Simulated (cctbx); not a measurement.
# Absolute structure of Rb3Y3P4

Space group I-43d (no. 220), a = 11.3730 Å, b = 11.3730 Å, c = 11.3730 Å, α = 90.00°, β = 90.00°, γ = 90.00°.

| atom | mult. | x | y | z | Ueq (Å²) |
| --- | --- | --- | --- | --- | --- |
| Y1 | 12 | 1/2 | 1/4 | 1/8 | 0.0246 |
| Rb1 | 12 | 0 | 3/4 | 1/8 | 0.0337 |
| P1 | 16 | 0.1732 | 0.1732 | 0.1732 | 0.0287 |

This is a model crystal, built by substitution and not relaxed, with assumed displacement parameters.

Data sets are simulated with cctbx and refined with Bijvoet mates kept apart; Flack x is then fitted as the share of an inverted twin with the atoms fixed, Hooft y from the Bijvoet differences. The group is acentric but holds improper operations, so there is an absolute structure (orientation) and no hand.

Untwinned crystal. What Flack and Hooft values should come out?

| λ (Å) | extinction (unmodelled) | d min (Å) | top counts | error (%) | model | R1 | Flack x | s.u. | Hooft y | s.u. | pairs |
| --- | --- | --- | --- | --- | --- | --- | --- | --- | --- | --- | --- |
| 0.71073 | 0.1 | 0.77 | 40000 | 6 | as given | 0.0078 | -0.032 | 0.006 | -0.011 | 0.007 | 124 |
| 0.71073 | 0.1 | 0.77 | 40000 | 6 | inverted | 0.0561 | 0.971 | 0.013 | 1.050 | 0.007 | 124 |
| 1.54184 | 0 | 0.83 | 5000 | 3 | as given | 0.0143 | 0.01 | 0.11 | -0.014 | 0.059 | 96 |

With Mo Kα, x is close to 0 but 5 s.u. off; with the atoms held fixed the s.u. tends to be too small. With Cu Kα, the s.u. is too large to fix the absolute structure. Inverting the model turns x into about 1 − x.

A further crystal gives:

```csv
λ (Å),extinction (unmodelled),d min (Å),top counts,error (%),model,R1,Flack x,s.u.,Hooft y,s.u.,pairs
1.54184,0,0.83,70000,3,as given,0.0113,0.785,0.017,0.793,0.015,96
```

**Question.** What is it?

It was simulated as an inversion twin with a fraction 0.8 of the inverted domain. Flack x is over 3 s.u. from both 0 and 1 and reads that fraction.

[Logs are printed without paths, hosts, clocks, repeated set-up lines and the standing remarks that a program may print on its own settings, such as how far it seeks lower states.]
